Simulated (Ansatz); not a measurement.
## A failed many-body run on LiNbO3 (R3c)

What is wrong with this input for LiNbO3 (R3c)?

Program: Ansatz 0.2.0. Level of theory: G0W0 on PBE, plane waves, PAW. Results are calculated unless marked as measured.

## Step 1: The structure

It takes space group R3c (No. 161, trigonal). The conventional cell has a = 5.152 Å, b = 5.152 Å, c = 13.869 Å, α = 90.00°, β = 90.00°, γ = 120.00°. Li has 6 O at 2.07 to 2.24 Å nearest. Nearest to Nb lie 6 O at 1.88 to 2.13 Å. Nearest to O lie 2 Nb at 1.88 to 2.13 Å and 2 Li at 2.07 to 2.24 Å. Farther neighbours and most contacts between anions are not listed.

The cell and positions come from the Crystallography Open Database and are kept as given unless a step says otherwise. The default PAW set here is soft_2. Its files were made with PBE.

## Step 2: First try

input.yaml

```yaml
crystal:
  lattice:
    - [2.5758, 1.4871388234, 4.623]
    - [-2.5758, 1.4871388234, 4.623]
    - [0.0, -2.9742776468, 4.623]
  atoms:
    - { symbol: Li, position: [0.2815, 0.2815, 0.2815] }
    - { symbol: Li, position: [0.7815, 0.7815, 0.7815] }
    - { symbol: Nb, position: [5.5e-05, 5.5e-05, 5.5e-05] }
    - { symbol: Nb, position: [0.500055, 0.500055, 0.500055] }
    - { symbol: O, position: [0.11231, 0.35836, 0.71959] }
    - { symbol: O, position: [0.71959, 0.11231, 0.35836] }
    - { symbol: O, position: [0.35836, 0.71959, 0.11231] }
    - { symbol: O, position: [0.21959, 0.85836, 0.61231] }
    - { symbol: O, position: [0.85836, 0.61231, 0.21959] }
    - { symbol: O, position: [0.61231, 0.21959, 0.85836] }
kpoints:
  mp_grid: { grid: [2, 2, 2] }
hamiltonian:
  xc: pbe
scf:
  occupations: { method: fixed }
gw:
  n_empty_bands: 172
  ecut_chi: 10
  qp_bands: [v3, c3]
  qp_kpoints: band_edges
  screening: { model: contour_deformation }
```

The run is started by

```console
$ ansatz run input.yaml --threads 3 --pin off --max-ram 92160MiB --backend cuda --events-out ev --progress --plain --runs-dir out --devices 1 --max-vram 13GiB
```

Numbers of over 12 decimals in the logs are rounded to 6 here.

The program printed:

```text
GPUs: using 1 of 1 available (devices: 1).
Engine: ansatz 0.2.0, x86_64-unknown-linux-gnu
Pseudopotentials: kind: paw
Pseudopotential: Li, paw, valence charge 3, recommended cutoff 420 eV (normal), Li.paw.azcp
Pseudopotential: Nb, paw, valence charge 13, recommended cutoff 420 eV (normal), Nb.paw.azcp
Pseudopotential: O, paw, valence charge 6, recommended cutoff 420 eV (normal), O.paw.azcp
Functional definition: PBE
  parameter kappa = 0.804
  parameter beta = 0.066725
  exchange = pbe_x(kappa = kappa, mu = beta*pi^2/3)
  correlation = pbe_c(beta = beta)
concurrent solve slots: 2 of 3 are kept, ahead of what memory takes: no pass of the eigensolver takes more rounds on 2
device memory: the entry about to start is reckoned to put 1.7 GiB on a device that reports 46.5 GiB free (of which the cap on the GPU budget leaves the run 13.0 GiB)
GPU FFT provider: cuFFT
GPU libraries: cuBLAS 13.8.2, cuFFT 12.4.0, cuSOLVER 12.3.4
Crystal: 10 atoms, lattice volume = 106.252 Å³
Basis set: ecut = 420 eV, 2091 PW (Γ)
Bands: 44, of which v1, the nominal top of the filled ones, is band 34 counted from 1 (33 counted from 0)
Symmetry: 6 space group operations
Space group: R3c (ITA 161), of the structure as read, at distance tolerance 4.7e-5 Å
k-points: 4 of 8
Non-local potential: Li, projectors of the file, l = 0: 3, l = 1: 2, l = 2: 1
Non-local potential: Nb, projectors of the file, l = 0: 3, l = 1: 2, l = 2: 2, l = 3: 1
Non-local potential: O, projectors of the file, l = 0: 2, l = 1: 2, l = 2: 1
PAW form: soft (Blöchl's): semilocal exchange-correlation on the pseudo side does not see the compensation charge
PAW one-centre angular grid: Li, 110 points (default); XC on 64 Gauss nodes
PAW one-centre angular grid: Nb, 590 points (default); XC on 64 Gauss nodes
PAW one-centre angular grid: O, 110 points (default); XC on 64 Gauss nodes
Initial density: superposition of atomic densities (neutral atoms: chi_scale 0, normalization atom), corrected by the library's trained network
Initial wavefunctions: pseudopotential atomic-orbital guess
GPU buffer pool allocated for 64000 grid points (all kernels)
GPU transforms: local potential and band sums: pruned to the plane-wave sphere, on 40×40×40
Functional: x = pbe(κ = 0.804, μ = 0.219515), c = pbe(β = 0.066725)
SCF iter   1: F=—  HF=-12929.393878 eV  |F-HF|=—  |Δ(HF+E_count)|=         —  Δρ=1.74e-3  dr2=9.71e-4  ethr=1.77e-3  ⟨swp⟩=4.8  Hψ=620  notcnv=0  defer=29
preconditioner: auto → Resta (q_TF=auto, 2.533 Å⁻¹)  ε∞=5.5  [insulator: Δε(μ)=3.614 eV  Ē_g=11.741 eV  n_scr=26 (ndim 8)  ℏωp=25.0 eV  f_vac=0.019  ε∞_Penn≈5.5]
SCF iter   2: F=—  HF=-12929.395107 eV  |F-HF|=—  |Δ(HF+E_count)|=   1.23e-3  Δρ=9.48e-4  dr2=2.83e-4  ethr=1.43e-6  ⟨swp⟩=2.0  Hψ=321  notcnv=0  defer=32
SCF iter   3: F=—  HF=-12929.395825 eV  |F-HF|=—  |Δ(HF+E_count)|=   7.18e-4  Δρ=3.81e-4  dr2=1.28e-4  ethr=4.17e-7  ⟨swp⟩=2.0  Hψ=267  notcnv=0  defer=32
SCF iter   4: F=—  HF=-12929.395843 eV  |F-HF|=—  |Δ(HF+E_count)|=   1.82e-5  Δρ=8.02e-5  dr2=7.28e-6  ethr=1.89e-7  ⟨swp⟩=2.0  Hψ=235  notcnv=0  defer=16
SCF iter   5: F=—  HF=-12929.395849 eV  |F-HF|=—  |Δ(HF+E_count)|=   5.48e-6  Δρ=2.91e-5  dr2=1.14e-6  ethr=1.07e-8  ⟨swp⟩=2.5  Hψ=283  notcnv=0  defer=14
SCF iter   6: F=—  HF=-12929.395849 eV  |F-HF|=—  |Δ(HF+E_count)|=   9.42e-7  Δρ=1.27e-5  dr2=1.26e-7  ethr=1.68e-9  ⟨swp⟩=2.0  Hψ=222  notcnv=0  defer=14
SCF iter   7: F=-12929.395850 eV  HF=-12929.395850 eV  |F-HF|=6.04e-9  |Δ(HF+E_count)|=   1.00e-7  Δρ=2.45e-6  dr2=5.65e-9  ethr=1.47e-10  ⟨swp⟩=9.0  Hψ=585  notcnv=0
SCF 1 converged in 7 iterations: F = -12929.395850 eV  dr2 = 5.65e-9
[...]
concurrent solve slots: 2 of 3 are kept, ahead of what memory takes: no pass of the eigensolver takes more rounds on 2
device memory: the entry about to start is reckoned to put 2.1 GiB on a device that reports 46.5 GiB free (of which the cap on the GPU budget leaves the run 13.0 GiB)
NSCF: frozen V_eff on 4 k-points
[...]
concurrent solve slots: 2 of 3 are kept, ahead of what memory takes: no pass of the eigensolver takes more rounds on 2
device memory: the entry about to start is reckoned to put 2.7 GiB on a device that reports 46.4 GiB free (of which the cap on the GPU budget leaves the run 13.0 GiB)
NSCF: frozen V_eff on 4 k-points
G₀W₀ screening: q 1/4
[... further progress lines ...]
device memory: the entry about to start is reckoned to put 0.7 GiB on a device that reports 49.0 GiB free (of which the cap on the GPU budget leaves the run 13.0 GiB)
NSCF: frozen V_eff on 1 k-points
device memory: the entry about to start is reckoned to put 0.7 GiB on a device that reports 49.0 GiB free (of which the cap on the GPU budget leaves the run 13.0 GiB)
NSCF: frozen V_eff on 1 k-points
device memory: the entry about to start is reckoned to put 0.7 GiB on a device that reports 48.9 GiB free (of which the cap on the GPU budget leaves the run 13.0 GiB)
NSCF: frozen V_eff on 1 k-points
SCF converged after 7 iterations
Free energy (F): -12929.395850 eV
Harris-Foulkes:  -12929.395850 eV  (|F-HF|=6.04e-9)
Internal energy: -12929.395850 eV  (E = F + TS)
E sigma→0 (E₀):  -12929.395850 eV
Fermi energy:    7.262758 eV
--- Per-component energies (eV) ---
  E_band       = -522.431380
  E_kinetic    = 1888.537908
  E_local      = -4295.333150  (includes V_loc(G=0)·N_el)
  E_nonlocal   = 450.293487
  E_hartree    = 1453.833572
  E_xc         = -818.460971
  E_vxc        = -1022.331002  (∫ρ·V_xc dr)
  E_paw        = -7134.367134  (= ΣΔE_a)
  E_vpaw       = -451.281922  (= ΣTr[D̂ρ^β])
  E_aug_tail   = 0.014768  (compensation charges beyond the density's cutoff)
  E_ewald      = -4473.914330
  E_smearing   = -0.000000  (= −TS)
  E_closure    = -0.000000  (closes the sum)
  Σ components = -12929.395850   (vs F -12929.395850, Δ=0.00e0)
--- Band table (eV) ---
  k-point 0: bands = [... 30 lower, 6.5738, 6.7928, 7.2628, 7.2628, 10.8702, 10.8702, 11.3393, 12.4531, ... 6 higher]
  k-point 1: bands = [... 30 lower, 6.9742, 6.9742, 7.0491, 7.0491, 11.1773, 11.1773, 12.0016, 12.0016, ... 6 higher]
  k-point 2: bands = [... 30 lower, 6.5604, 6.6244, 6.7978, 7.0790, 10.9593, 11.4465, 11.8968, 11.9442, ... 6 higher]
  k-point 3: bands = [... 30 lower, 6.9511, 6.9511, 6.9511, 6.9511, 11.9242, 11.9242, 12.1242, 12.1242, ... 6 higher]
--- G₀W₀: contour deformation, 6 samples at zero and on the imaginary axis and 1 off it, 8 q-points, 172 empty bands' worth ---
  eigenvalues of the whole cell's RPA ε∞ on this k-mesh (on a slab, of 1 + 4πα/V) = 5.6798, 5.6798, 5.7307; static W/v taken at q = 0 is 0.175563
  gw.qp_kpoints: band_edges: 4 of 4 stored k-points solved, in 1 pass; an edge of the gap read off the rows below is read off those points alone
    ik  band        ε_KS         Σx   Σc(E_QP)       V_xc       Z   E_QP_lin       E_QP  E_QP is
     0    32      6.7928   -26.0545     4.1603   -20.5720  0.8096     5.4407     5.4706  root
     0    33      7.2628   -25.9173     4.0093   -20.6770  0.8128     6.0079     6.0318  root
     0    34      7.2628   -25.9173     4.0093   -20.6770  0.8128     6.0079     6.0318  root
     0    35     10.8702   -13.6130    -4.0213   -19.6736  0.8184    12.9778    12.9095  root
     0    36     10.8702   -13.6130    -4.0213   -19.6736  0.8184    12.9778    12.9095  root
     0    37     11.3393   -13.8972    -4.0903   -19.9121  0.8136    13.3290    13.2639  root
     1    32      6.9742   -25.8924     4.0628   -20.5906  0.8114     5.7103     5.7353  root
     1    33      7.0491   -25.8078     4.0573   -20.5020  0.8111     5.7753     5.8007  root
     1    34      7.0491   -25.8078     4.0573   -20.5020  0.8111     5.7753     5.8007  root
     1    35     11.1773   -13.7664    -4.1120   -19.8968  0.8156    13.2658    13.1956  root
     1    36     11.1773   -13.7664    -4.1120   -19.8968  0.8156    13.2658    13.1956  root
     1    37     12.0016   -14.3404    -4.2839   -20.5860  0.8075    14.0405    13.9633  root
     2    32      6.6244   -26.3273     3.9929   -21.1267  0.8136     5.3934     5.4168  root
     2    33      6.7978   -26.2879     3.9738   -21.0970  0.8136     5.5571     5.5808  root
[...]
3    33      6.9511   -25.6689     4.0591   -20.3738  0.8101     5.6900     5.7152  root
     3    34      6.9511   -25.6689     4.0591   -20.3738  0.8101     5.6900     5.7152  root
     3    35     11.9242   -13.7806    -4.4073   -20.2092  0.8069    14.0294    13.9455  root
     3    36     11.9242   -13.7806    -4.4073   -20.2092  0.8069    14.0294    13.9455  root
     3    37     12.1242   -14.6846    -4.3725   -21.1013  0.8049    14.2588    14.1684  root
```

Wall time 11 s (1 × NVIDIA H100 80GB HBM3 (shared by 6 runs) with 3 threads of AMD EPYC 7R13 (Zen 3), shared host); peak memory 1.1 GiB; 7 s of CPU time.

**What went wrong?**

The run ended normally, though the input holds a fault or crude settings.

The fault: screening cutoff of 10 eV. Nearly all local fields and short-range correlation are left out.

It printed a gap of 6.88 eV, which is an artefact of the settings.

## Step 3: A better input

G0W0 replaces the xc potential by the self-energy, built once from these orbitals. Only a window of levels is corrected, while the sums run over the empty bands that the input names.

input.yaml, as its differences from that of step 2:

```diff
@@ -17,3 +17,3 @@
 kpoints:
-  mp_grid: { grid: [2, 2, 2] }
+  mp_grid: { grid: [4, 4, 4] }
 hamiltonian:
@@ -23,4 +23,4 @@
 gw:
-  n_empty_bands: 172
-  ecut_chi: 10
+  n_empty_bands: 226
+  ecut_chi: 96
   qp_bands: [v3, c3]
```

The program printed:

```text
GPUs: using 1 of 1 available (devices: 1).
[...]
GPU FFT provider: cuFFT
GPU libraries: cuBLAS 13.8.2, cuFFT 12.4.0, cuSOLVER 12.3.4
Crystal: 10 atoms, lattice volume = 106.252 Å³
Basis set: ecut = 420 eV, 2091 PW (Γ)
Bands: 44, of which v1, the nominal top of the filled ones, is band 34 counted from 1 (33 counted from 0)
Symmetry: 6 space group operations
[...]
k-points: 13 of 64 (time reversal used)
[...]
GPU buffer pool allocated for 64000 grid points (all kernels)
[...]
SCF iter   1: F=—  HF=-12929.440630 eV  |F-HF|=—  |Δ(HF+E_count)|=         —  Δρ=1.57e-3  dr2=8.67e-4  ethr=1.77e-3  ⟨swp⟩=4.9  Hψ=2020  notcnv=0  defer=102
[...]
SCF iter   6: F=-12929.442647 eV  HF=-12929.442647 eV  |F-HF|=1.05e-7  |Δ(HF+E_count)|=   8.81e-7  Δρ=9.22e-6  dr2=9.57e-8  ethr=1.47e-10  ⟨swp⟩=8.2  Hψ=2193  notcnv=0
SCF 1 converged in 6 iterations: F = -12929.442647 eV  dr2 = 9.57e-8
[...]
0    32      6.7835   -25.9619     4.9436   -20.5751  0.7355     6.3368     6.3403  root
     0    33      7.2530   -25.7832     4.7479   -20.6778  0.7357     6.8934     6.8955  root
     0    34      7.2530   -25.7832     4.7479   -20.6778  0.7357     6.8934     6.8955  root
     0    35     10.8729   -13.7771    -4.7354   -19.6731  0.7772    12.0519    12.0334  root
     0    36     10.8729   -13.7771    -4.7354   -19.6731  0.7772    12.0519    12.0334  root
     0    37     11.3421   -14.0272    -4.7252   -19.9106  0.7696    12.5208    12.5002  root
     1    32      6.8553   -25.6536     4.7526   -20.4985  0.7347     6.4500     6.4528  root
     1    33      7.0526   -25.4514     4.7572   -20.2970  0.7334     6.6527     6.6554  root
[...]
12    34      6.9416   -25.5534     4.7772   -20.3749  0.7331     6.5374     6.5403  root
    12    35     11.9260   -13.8540    -5.1606   -20.2079  0.7614    13.1448    13.1193  root
    12    36     11.9260   -13.8540    -5.1606   -20.2079  0.7614    13.1448    13.1193  root
    12    37     12.1249   -14.7294    -5.0872   -21.0995  0.7555    13.4392    13.4078  root
[key lines of the parts left out:]
SCF converged after 6 iterations
Free energy (F): -12929.442647 eV
Fermi energy:    7.252951 eV
```

It took 31 s on 1 × NVIDIA H100 80GB HBM3 (shared by 6 runs) with 3 threads; peak memory 1.3 GiB; 46 s of CPU time.

Numbers from this step:

- bands summed: 260
- RPA ε∞ on this mesh (eigenvalues): 4.981, 5.203, 5.203
- plane waves in the screening matrix: 211
- q-points in the mesh: 64
- G0W0 gap on the mesh: 5.132 eV
- k of the valence top: 0, 0, 0
- k of the conduction bottom: 0, 0.25, -0.5
- starting gap on the mesh: 3.618 eV
- Z at the valence top: 0.7357
- Z at the conduction bottom: 0.7783
- least direct G0W0 gap on the computed points: 5.138 eV

The gap on the mesh goes from 3.62 eV to 5.13 eV, a correction of +1.51 eV. Between the two edge states, bare exchange in place of the xc potential would open the gap by 11.05 eV, and correlation takes back 9.54 eV.

## Step 4: Results

- first try: converged after 11 s
- better run: G0W0 gap on the mesh 5.13 eV (4×4×4 mesh, 226 empty bands, screening to 96 eV)

What this shows: The second run differs in: mesh, empty bands and screening cutoff (eV). Bands and cutoff are finite, so the gap is not at the basis limit. The miss can reach some tenths of an eV and take either sign; the mesh is an error of its own. The many-body steps are scalar-relativistic: spin-orbit coupling is not in them.

[Paths, hosts, dates, memory and timing lines, banners, echoed tables and standing remarks are left out of the program output.]

[Logs are printed without paths, hosts, clocks, repeated set-up lines and the standing remarks that a program may print on its own settings, such as how far it seeks lower states.]

[Runs of the session that timed out or met a known fault of the program may be left out.]

[Cells called generated may have been cut or substituted from an entry of the Crystallography Open Database or the Materials Project.]

[Hosts, paths, dates, database ids (printed as entryN), source tags and the programs' standing remarks are cut or masked in the printed files.]
